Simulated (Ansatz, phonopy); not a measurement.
# Quasi-harmonic thermodynamics of CdS (Hawleyite, F-43m), part 2 of 3

Wanted: α(T), C_P(T) and B(T) of CdS (Hawleyite) in the quasi-harmonic approximation.

Ansatz 0.2.0; DFT RPBE, scalar-relativistic, plane waves, PAW.

So far. Step 2 (Probe on a coarse mesh): The start is under 5.1 GPa at this level and looks like an insulator or semiconductor on this mesh. Step 5 (Tight relaxation): The residual pressure is -0.0096 GPa, small enough for phonons.

### 6. A faulty attempt

This input was changed on purpose, to see how the program answers.

Contents of input.yaml:

```yaml
crystal:
  lattice:
    - [0.0, 3.0039141939, 3.0039141939]
    - [3.0039141939, 0.0, 3.0039141939]
    - [3.0039141939, 3.0039141939, 0.0]
  atoms:
    - { symbol: Cd, position: [0.0, 0.0, 0.0] }
    - { symbol: S, position: [0.25, 0.25, 0.25] }
kpoints:
  mp_grid: { grid: [8, 8, 8] }
hamiltonian:
  xc: rpbe
scf:
  occupations: { method: fixed }
  max_iter: 100
output:
  eigenvalues: true
phonons:
  method: dfpt
  qmesh: [4, 4, 4]
  thermal_expansion: { pressure: "5 eV" }
```

On the command line:

```sh
$ ansatz run input.yaml --threads 2 --pin off --max-ram 5120MiB --backend cpu --events-out ev --progress --plain --runs-dir out
```

Numbers of over 12 decimals in the logs are rounded to 6 here.

The program printed:

```text
Error: YAML parse error: error: line 21 column 34: expected [pressure], got [energy] (`eV`)
  --> <input>:21:34
   |
19 |   method: dfpt
20 |   qmesh: [4, 4, 4]
21 |   thermal_expansion: { pressure: "5 eV" }
   |                                  ^ expected [pressure], got [energy] (`eV`)
```

Elapsed: 0.54 s, on 2 threads of Arm Neoverse V1, shared host; peak memory 0.05 GiB.

The input was rejected at the start.

The program's message: “Error: YAML parse error: error: line 21 column 34: expected [pressure], got [energy] (`eV`)
  --> <input>:21:34
   |
19 |   method: dfpt
20 |   qmesh: [4, 4, 4]
21 |   thermal_expansion: { pressure: " …”

The fault put into the input: a pressure in the wrong unit.

### 7. Phonons on strained cells, q-mesh 2×2×2

Thermal expansion follows from how the free energy of the vibrations (and of the electrons in a metal) changes with strain, so the program makes strained cells, their phonons and a fit in one run.

input.yaml, the sections that differ from step 6:

```yaml
scf:
  occupations: { method: fixed }
phonons:
  method: dfpt
  qmesh: [2, 2, 2]
  temperatures: { t_max: 800.0, t_step: 50 }
  thermal_expansion: {}
# crystal, kpoints, hamiltonian, output: as in step 6
```

The program printed:

```text
Warning: phonons: the dynamical matrix that this run interpolates holds no multipole term above the dipole-dipole one, and a site of this crystal is no centre of inversion, so its interpolated transverse optical and acoustic branches and sound speeds can stay off near Gamma, and the density of states and the thermodynamics with them. What a run solves at a wave vector of phonons.qpoints, Gamma apart, where the deck admits one, is free of this, and under fd what a larger phonons.supercell samples
[...]
Crystal: 2 atoms, lattice volume = 54.212 Å³
Basis set: ecut = 487.2 eV, 1363 PW (Γ), exchange–correlation on 64×64×64 points (8 copies of the dense FFT grid, shifted against one another)
Bands: 17, of which v1, the nominal top of the filled ones, is band 13 counted from 1 (12 counted from 0)
Symmetry: 24 space group operations
[...]
k-points: 29 of 512 (time reversal used)
[...]
SCF iter   1: F=—  HF=-9169.603087 eV  |F-HF|=—  |Δ(HF+E_count)|=         —  Δρ=3.37e-3  dr2=5.46e-3  ethr=1.77e-3  ⟨swp⟩=4.9  Hψ=2130  notcnv=0  defer=53
[...]
SCF iter   9: F=-9169.602859 eV  HF=-9169.602859 eV  |F-HF|=3.64e-12  |Δ(HF+E_count)|=  1.82e-12  Δρ=1.25e-8  dr2=6.71e-14  ethr=1.00e-12  ⟨swp⟩=6.8  Hψ=2528  notcnv=0
SCF 1 converged in 9 iterations: F = -9169.602859 eV  dr2 = 6.71e-14
[...]
relax step   1: F+E_penalty+E_count = -9169.60285901 eV  Δ(F+E_penalty+E_count) = +0.000e0 eV  max|allowed force component| = 1.619e-16 eV/Å  Δτ_max = 0.0000 Å  (9 SCF iters, accepted)
SCF converged after 9 iterations
Free energy (F): -9169.602859 eV
[...]
Internal energy: -9169.602859 eV  (E = F + TS)
E sigma→0 (E₀):  -9169.602859 eV
Fermi energy:    5.848836 eV
[...]
--- Stress (GPa, compression-positive) ---
       -0.011591      -0.000000      -0.000000
        0.000000      -0.011591       0.000000
       -0.000000       0.000000      -0.011591
  P = ⅓ Tr σ = -0.0116 GPa (-0.116 kbar)
--- Band table (eV; the first three rows and the last of 29) ---
  k-point 0: bands = [... 9 lower, -1.2410, 5.8488, 5.8488, 5.8488, 6.9841, 12.4685, 12.4685, 12.4685]
  k-point 1: bands = [... 9 lower, -1.2415, 4.9234, 5.7483, 5.7483, 7.7723, 12.2146, 12.6435, 12.6435]
  k-point 2: bands = [... 9 lower, -1.2371, 3.6137, 5.5201, 5.5201, 8.5676, 12.1774, 12.9240, 12.9240]
  k-point 28: bands = [... 9 lower, -0.7407, 2.3988, 3.9926, 3.9971, 10.9519, 11.4624, 13.0325, 14.0939]
── thermal expansion: 3 new cells, 3 in all ──
thermal expansion: relaxation of cell 2
thermal expansion: relaxation of cell 3
── thermal expansion: 2 new cells, 5 in all ──
thermal expansion: relaxation of cell 4
thermal expansion: lower-state search of cell 4
thermal expansion: phonons of cell 4
thermal expansion: relaxation of cell 5
thermal expansion: phonons of cell 5
── thermal expansion: 6 new cells, 11 in all ──
thermal expansion: relaxation of cell 6
thermal expansion: relaxation of cell 7
thermal expansion: relaxation of cell 8
thermal expansion: relaxation of cell 9
thermal expansion: relaxation of cell 10
thermal expansion: relaxation of cell 11
thermal expansion: phonons of cell 6
thermal expansion: phonons of cell 7
thermal expansion: phonons of cell 8
WARN: thermal expansion: narrow_supercell: the supercell is narrow for a crystal that has a band gap and may be polar, so the expansion can be far off: type phonons.supercell or phonons.qmesh [3, 3, 3] or more in a new run
--- Relaxed structure (1 steps of the walk, 1 accepted, 0 SCFs on fresh bases) ---
  F+E_penalty+E_count = -9169.60285901 eV   max|allowed force component| = 1.619e-16 eV/Å
  atoms:
    - { symbol: Cd, position: [0.0, 0.0, 0.0] }
    - { symbol: S, position: [0.250000, 0.250000, 0.250000] }
--- Thermal expansion: 11 cells in 3 rounds, 0 GPa ---
  no lower state was reached at cell 4
  without vibrations: a 4.24783, b 4.24783, c 4.24783 Å, V 54.1982 Å³, B 47.01 GPa
  at 0 K: a 4.25474, b 4.25474, c 4.25474 Å, V 54.4632 Å³, B 46.19 GPa
  zero-point expansion: a +0.163, b +0.163, c +0.163, V +0.489 %
      T/K        a/Å        b/Å        c/Å       V/Å³ | expansion of a, b, c, V (1e-6/K)   | that of V in the mean from 25 °C | C_P, C_V (J/mol K of the cell) | B_T, B_S (GPa)
     0.00    4.25474    4.25474    4.25474    54.4632 |    0.00    0.00    0.00    0.00 |   13.12 |     0.000     0.000 |    46.19    46.19
   100.00    4.25478    4.25478    4.25478    54.4647 |    3.00    3.00    3.00    9.01 |   19.61 |    32.713    32.701 |    45.63    45.65
   200.00    4.25706    4.25706    4.25706    54.5526 |    6.96    6.96    6.96   20.88 |   23.21 |    44.085    43.957 |    44.53    44.66
   298.15    4.26030    4.26030    4.26030    54.6771 |    8.36    8.36    8.36   25.08 |       - |    47.310    47.043 |    43.38    43.63
   350.00    4.26220    4.26220    4.26220    54.7503 |    8.82    8.82    8.82   26.46 |   25.81 |    48.142    47.797 |    42.77    43.08
   450.00    4.26612    4.26612    4.26612    54.9013 |    9.51    9.51    9.51   28.54 |   27.00 |    49.114    48.610 |    41.59    42.02
   550.00    4.27030    4.27030    4.27030    55.0632 |   10.10   10.10   10.10   30.31 |   28.03 |    49.708    49.031 |    40.41    40.97
   650.00    4.27474    4.27474    4.27474    55.2349 |   10.66   10.66   10.66   31.98 |   28.99 |    50.143    49.276 |    39.24    39.93
   750.00    4.27942    4.27942    4.27942    55.4165 |   11.22   11.22   11.22   33.67 |   29.93 |    50.510    49.430 |    38.07    38.90
   800.00    4.28185    4.28185    4.28185    55.5111 |   11.51   11.51   11.51   34.52 |   30.39 |    50.681    49.486 |    37.49    38.39
  the static fit leaves 0.001 meV an atom of the energies and, of the stresses, 0.000 GPa of each cell's largest along a strain (root mean squares over the cells), whose Pulay part it has at -0.017 GPa
  vibrations' free energy: its fit leaves 0.0000 meV an atom at the most
  the electrons' free energy at temperature is not in it: every band gap is over 0.83 eV
  free energies summed between the sampled wave vectors
  estimated error of the fitted expansion in any direction: up to 0.068e-6/K, at 800 K (an estimate, not a bound: it was exceeded on models of known expansion)
  by sums over the sampled wave vectors an expansion of the volume parts by up to 4.48e-6/K
  by a static energy of one degree less an expansion of the volume parts by up to 0.02e-6/K
  band gaps on the cells' k-points are 1.031 to 1.203 eV
  narrow_supercell: the supercell is narrow for a crystal that has a band gap and may be polar, so the expansion can be far off: type phonons.supercell or phonons.qmesh [3, 3, 3] or more in a new run
```

Elapsed: 6.2 min, on 2 threads; peak memory 0.77 GiB.

This step gave:

* pressure: -0.01159 GPa
* volume expansion coefficient at 298 K: 25.08 1e-6/K
* C_P at 298 K: 23.66 J/mol-atom/K
* entropy at 298 K: 37.88 J/mol-atom/K
* isothermal bulk modulus at 298 K: 43.38 GPa
* Grüneisen parameter at 298 K: 0.7615
* volume at 298 K: 27.34 Å³/atom
* principal linear expansion coefficients at 298 K: 8.359, 8.359, 8.359 1e-6/K

Strained cells of the study; zero-point energy where phonons were solved; the pressures are stresses at a fixed cutoff and can carry an offset from the finite basis. Expansion cells, by row:

| cell | \|a\| (Å) | \|b\| (Å) | \|c\| (Å) | V (Å³/atom) | E - E_lowest (meV/atom) | pressure, compression positive (GPa) | gap (eV) | zero-point energy (meV/atom) |
| --- | --- | --- | --- | --- | --- | --- | --- | --- |
| 1 | 4.248 | 4.248 | 4.248 | 27.11 | 0 | -0.029 | 1.135 | - |
| 2 | 4.282 | 4.282 | 4.282 | 27.76 | 2.272 | -1.091 | 1.08 | - |
| 3 | 4.214 | 4.214 | 4.214 | 26.47 | 2.271 | 1.156 | 1.189 | - |
| 4 | 4.248 | 4.248 | 4.248 | 27.11 | 0 | -0.029 | 1.135 | 29.18 |
| 5 | 4.269 | 4.269 | 4.269 | 27.51 | 0.905 | -0.707 | 1.101 | 28.6 |
| 6 | 4.262 | 4.262 | 4.262 | 27.38 | 0.414 | -0.489 | 1.112 | 28.79 |
| 7 | 4.277 | 4.277 | 4.277 | 27.66 | 1.615 | -0.929 | 1.089 | 28.41 |
| 8 | 4.291 | 4.291 | 4.291 | 27.93 | 3.573 | -1.348 | 1.066 | 28.02 |
| 9 | 4.206 | 4.206 | 4.206 | 26.31 | 3.593 | 1.476 | 1.203 | - |
| 10 | 4.227 | 4.227 | 4.227 | 26.7 | 0.874 | 0.698 | 1.169 | - |
| 11 | 4.313 | 4.313 | 4.313 | 28.36 | 7.889 | -1.94 | 1.031 | - |

Quasi-harmonic; a, b, c are the run's own cell vectors. Expansion, by row:

| T (K) | a (Å) | b (Å) | c (Å) | alpha (deg) | beta (deg) | gamma (deg) | cell volume (Å³/cell) | alpha_a (1e-6/K) | alpha_b (1e-6/K) | alpha_c (1e-6/K) | alpha_V (1e-6/K) | C_P (J/mol-atom/K) | C_V (J/mol-atom/K) | S (J/mol-atom/K) | B_T (GPa) | B_S (GPa) | Grueneisen | extrapolation | fit error (1e-6/K) |
| --- | --- | --- | --- | --- | --- | --- | --- | --- | --- | --- | --- | --- | --- | --- | --- | --- | --- | --- | --- |
| 0 | 4.255 | 4.255 | 4.255 | 60 | 60 | 60 | 54.46 | 0 | 0 | 0 | 0 | 0 | 0 | 0 | 46.19 | 46.19 | - | 0 | 0 |
| 50 | 4.255 | 4.255 | 4.255 | 60 | 60 | 60 | 54.46 | -0.82 | -0.82 | -0.82 | -2.46 | 9.213 | 9.213 | 6.43 | 46.05 | 46.05 | -0.202 | 0 | 0 |
| 100 | 4.255 | 4.255 | 4.255 | 60 | 60 | 60 | 54.46 | 3 | 3 | 3 | 9.01 | 16.36 | 16.35 | 15.2 | 45.63 | 45.65 | 0.412 | 0 | 0 |
| 150 | 4.256 | 4.256 | 4.256 | 60 | 60 | 60 | 54.5 | 5.57 | 5.57 | 5.57 | 16.7 | 20.16 | 20.13 | 22.64 | 45.1 | 45.17 | 0.614 | 0 | 0.01 |
| 200 | 4.257 | 4.257 | 4.257 | 60 | 60 | 60 | 54.55 | 6.96 | 6.96 | 6.96 | 20.88 | 22.04 | 21.98 | 28.73 | 44.53 | 44.66 | 0.695 | 0 | 0.01 |
| 250 | 4.259 | 4.259 | 4.259 | 60 | 60 | 60 | 54.61 | 7.8 | 7.8 | 7.8 | 23.4 | 23.06 | 22.96 | 33.77 | 43.95 | 44.14 | 0.736 | 0 | 0.01 |
| 298.1 | 4.26 | 4.26 | 4.26 | 60 | 60 | 60 | 54.68 | 8.36 | 8.36 | 8.36 | 25.08 | 23.66 | 23.52 | 37.88 | 43.38 | 43.63 | 0.761 | 0 | 0.02 |
| 300 | 4.26 | 4.26 | 4.26 | 60 | 60 | 60 | 54.68 | 8.38 | 8.38 | 8.38 | 25.13 | 23.67 | 23.54 | 38.03 | 43.36 | 43.61 | 0.762 | 0 | 0.02 |
| 350 | 4.262 | 4.262 | 4.262 | 60 | 60 | 60 | 54.75 | 8.82 | 8.82 | 8.82 | 26.46 | 24.07 | 23.9 | 41.71 | 42.77 | 43.08 | 0.781 | 0 | 0.02 |
| 400 | 4.264 | 4.264 | 4.264 | 60 | 60 | 60 | 54.82 | 9.19 | 9.19 | 9.19 | 27.56 | 24.35 | 24.14 | 44.95 | 42.18 | 42.55 | 0.795 | 0 | 0.02 |
| 450 | 4.266 | 4.266 | 4.266 | 60 | 60 | 60 | 54.9 | 9.51 | 9.51 | 9.51 | 28.54 | 24.56 | 24.3 | 47.83 | 41.59 | 42.02 | 0.807 | 0 | 0.02 |
| 500 | 4.268 | 4.268 | 4.268 | 60 | 60 | 60 | 54.98 | 9.81 | 9.81 | 9.81 | 29.44 | 24.72 | 24.43 | 50.42 | 41 | 41.5 | 0.818 | 0 | 0.02 |
| 550 | 4.27 | 4.27 | 4.27 | 60 | 60 | 60 | 55.06 | 10.1 | 10.1 | 10.1 | 30.31 | 24.85 | 24.52 | 52.78 | 40.41 | 40.97 | 0.828 | 0 | 0.01 |
| 600 | 4.272 | 4.272 | 4.272 | 60 | 60 | 60 | 55.15 | 10.38 | 10.38 | 10.38 | 31.15 | 24.97 | 24.58 | 54.95 | 39.83 | 40.45 | 0.838 | 0 | 0.01 |
| 650 | 4.275 | 4.275 | 4.275 | 60 | 60 | 60 | 55.23 | 10.66 | 10.66 | 10.66 | 31.98 | 25.07 | 24.64 | 56.95 | 39.24 | 39.93 | 0.847 | 0 | 0.02 |
| 700 | 4.277 | 4.277 | 4.277 | 60 | 60 | 60 | 55.32 | 10.94 | 10.94 | 10.94 | 32.82 | 25.17 | 24.68 | 58.82 | 38.65 | 39.41 | 0.856 | 0 | 0.03 |
| 750 | 4.279 | 4.279 | 4.279 | 60 | 60 | 60 | 55.42 | 11.22 | 11.22 | 11.22 | 33.67 | 25.25 | 24.71 | 60.56 | 38.07 | 38.9 | 0.865 | 0 | 0.05 |
| 800 | 4.282 | 4.282 | 4.282 | 60 | 60 | 60 | 55.51 | 11.51 | 11.51 | 11.51 | 34.52 | 25.34 | 24.74 | 62.19 | 37.49 | 38.39 | 0.874 | 0 | 0.07 |

The expansion coefficient by temperature; values in 1e-6/K:

| temperature (K) | volume | principal 1 |
| --- | --- | --- |
| 0 | 0 | 0 |
| 50 | -2.46 | -0.82 |
| 100 | 9.01 | 3 |
| 150 | 16.7 | 5.57 |
| 200 | 20.9 | 6.96 |
| 250 | 23.4 | 7.8 |
| 298 | 25.1 | 8.36 |
| 300 | 25.1 | 8.38 |
| 350 | 26.5 | 8.82 |
| 400 | 27.6 | 9.19 |
| 450 | 28.5 | 9.51 |
| 500 | 29.4 | 9.81 |
| 550 | 30.3 | 10.1 |
| 600 | 31.1 | 10.4 |
| 650 | 32.0 | 10.7 |
| 700 | 32.8 | 10.9 |
| 750 | 33.7 | 11.2 |
| 800 | 34.5 | 11.5 |

At 298 K the volume expansion is 25.1 × 10⁻⁶/K and B_T is 43.4 GPa. The log warns that this q-mesh is too narrow, so the figure can be far off. The program raised the cutoff to 487.2 eV by itself: with no cutoff typed, the study takes about 1.16 times the default for its relaxations and scales it with the volume for the phonons.

### 8. Quasi-harmonic fit by phonopy

This step: DFT RPBE, scalar-relativistic, plane waves, PAW (phonopy 4.10.0).

This step gave:

```yaml
volume_expansion_coefficient_at_300_k: 24.79 1e-6/K
isothermal_bulk_modulus_at_300_k: 43.84 GPa
c_p_at_300_k: 23.75 J/mol-atom/K
grueneisen_parameter_at_300_k: 0.76
```

Table of energy (each curve on its own zero) by volume; values in meV/atom:

| volume (Å³/atom) | static | F at 0 K | F at 300 K | F at 800 K |
| --- | --- | --- | --- | --- |
| 27.106 | 0 | 0.58 | 1.06 | 2.58 |
| 27.379 | 0.41 | 0.61 | 0.79 | 1.33 |
| 27.514 | 0.91 | 0.91 | 0.93 | 0.97 |
| 27.655 | 1.61 | 1.42 | 1.27 | 0.77 |
| 27.935 | 3.57 | 2.99 | 2.47 | 0.86 |

Phonopy-qha, vinet fit of F(V) at each temperature. Qha vinet, by row:

| T (K) | fitted volume (Å³/atom) | alpha_V (1e-6/K) | B_T (GPa) | C_P (J/mol-atom/K) | Grueneisen |
| --- | --- | --- | --- | --- | --- |
| 100 | 27.23 | 8.14 | 46.32 | 16.28 | 0.378 |
| 150 | 27.25 | 15.9 | 45.75 | 20.23 | 0.5931 |
| 200 | 27.28 | 20.34 | 45.13 | 22.15 | 0.6861 |
| 250 | 27.31 | 22.99 | 44.49 | 23.16 | 0.7325 |
| 300 | 27.34 | 24.79 | 43.84 | 23.75 | 0.7603 |
| 350 | 27.37 | 26.17 | 43.19 | 24.13 | 0.7795 |
| 400 | 27.41 | 27.32 | 42.52 | 24.4 | 0.7944 |
| 450 | 27.45 | 28.34 | 41.86 | 24.6 | 0.8068 |
| 500 | 27.49 | 29.29 | 41.19 | 24.75 | 0.8178 |
| 550 | 27.53 | 30.21 | 40.53 | 24.88 | 0.828 |
| 600 | 27.57 | 31.12 | 39.86 | 25 | 0.8376 |
| 650 | 27.62 | 32.02 | 39.19 | 25.09 | 0.8469 |

Table of volume expansion coefficient by temperature; values in 1e-6/K:

| temperature (K) | phonopy-qha, Vinet | Ansatz's own study |
| --- | --- | --- |
| 100 | 8.14 | 9.01 |
| 150 | 15.9 | 16.7 |
| 200 | 20.3 | 20.9 |
| 250 | 23.0 | 23.4 |
| 300 | 24.8 | 25.1 |
| 350 | 26.2 | 26.5 |
| 400 | 27.3 | 27.6 |
| 450 | 28.3 | 28.5 |
| 500 | 29.3 | 29.4 |
| 550 | 30.2 | 30.3 |
| 600 | 31.1 | 31.1 |
| 650 | 32.0 | 32.0 |

The fit gives a volume expansion of 24.8 × 10⁻⁶/K at 300 K, against 25.1 at 298 K from the study itself, whose static fit uses more cells.

(Part 2 of 3 ends here.)

[Logs are printed without paths, hosts, clocks, repeated set-up lines and the standing remarks that a program may print on its own settings, such as how far it seeks lower states.]

[Hosts, paths, dates, database ids (printed as entryN), source tags and the programs' standing remarks are cut or masked in the printed files.]

[A step with changed settings may run another functional than the one named; its input shows which.]
